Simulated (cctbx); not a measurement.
# Symmetry from intensities

Cell: a = 2.5820 Å, b = 12.2030 Å, c = 3.7730 Å, α = 90.00°, β = 90.00°, γ = 90.00°. Expected content of the cell: Cu8 Ni4.

Simulated single-crystal data (cctbx): Cu Kα, λ = 1.54184 Å, to d = 0.8 Å, 80 % of the full sphere, strongest reflection 70000 counts, noise from counting, a 4 % proportional error and a noise floor of 2 counts (s.d.); no absorption.

A first pass over the reflections prints:

```text
769 reflections to d = 0.800 A
centring   violations  <I/sigma> of those
    A        169 of   388      7.6
    B        169 of   385      7.7
    C          0 of   387     -0.0
    I        165 of   377      7.8
    R        232 of   512      7.7
    F        169 of   580      5.1
Laue class    unique    Rint  (classes that these axes allow; Friedel mates merged)
C 1 2/m 1         125   0.026
C 2/m 1 1         143   0.026
C m m m            86   0.028
space group    extra absences  I>4sigma  <I/sigma>
C 2 2 21                2          0      -0.0  acentric
C 2 2 2                 0          0         -  acentric
C m m 2                 0          0         -  acentric
C m c 21                9          0      -0.5  acentric
C 2 m m                 0          0         -  acentric
C m 2 m                 0          0         -  acentric
C 2 c m                 9          0      -0.5  acentric
C m c m                 9          0      -0.5  centric
C m m m                 0          0         -  centric
Wilson B = 2.22 A^2   <|E^2-1|> = 0.971 (0.968 centric, 0.736 acentric)   E^2>4: 3.6 %
shell (A)         n   <I/sigma>
 6.10 - 1.53     16     27.1
 1.53 - 1.22     12     26.8
 1.22 - 1.06     14     37.9
 1.06 - 0.97     12     26.5
 0.97 - 0.90      7     21.4
 0.90 - 0.84     17     31.2
 0.84 - 0.80      8     22.2
```

**Question.** What are the lattice type, the Laue class and the likely space group?

The reflections that C centring forbids are absent (⟨I/σ⟩ near 0), so the lattice is C.

Rint stays low (0.026 to 0.028) up to C m m m, the highest class in these axes.

9 settings pass the absence test. The most absences obeyed, 9, belong to C m c 21, C 2 c m and C m c m, which absences can't tell apart.

⟨|E²−1|⟩ = 0.971 leans to a centrosymmetric structure. The Wilson B of 2.22 Å² means U ≈ 0.0281 Å².

The true group is Cmcm (no. 63), Laue class mmm, centrosymmetric. The tables only narrow the choice to the tied entries; cell content, site symmetry and trial solutions must settle it.

This is a model crystal, built by substitution and not relaxed, with assumed displacement parameters.

[Logs are printed without paths, hosts, clocks, repeated set-up lines and the standing remarks that a program may print on its own settings, such as how far it seeks lower states.]
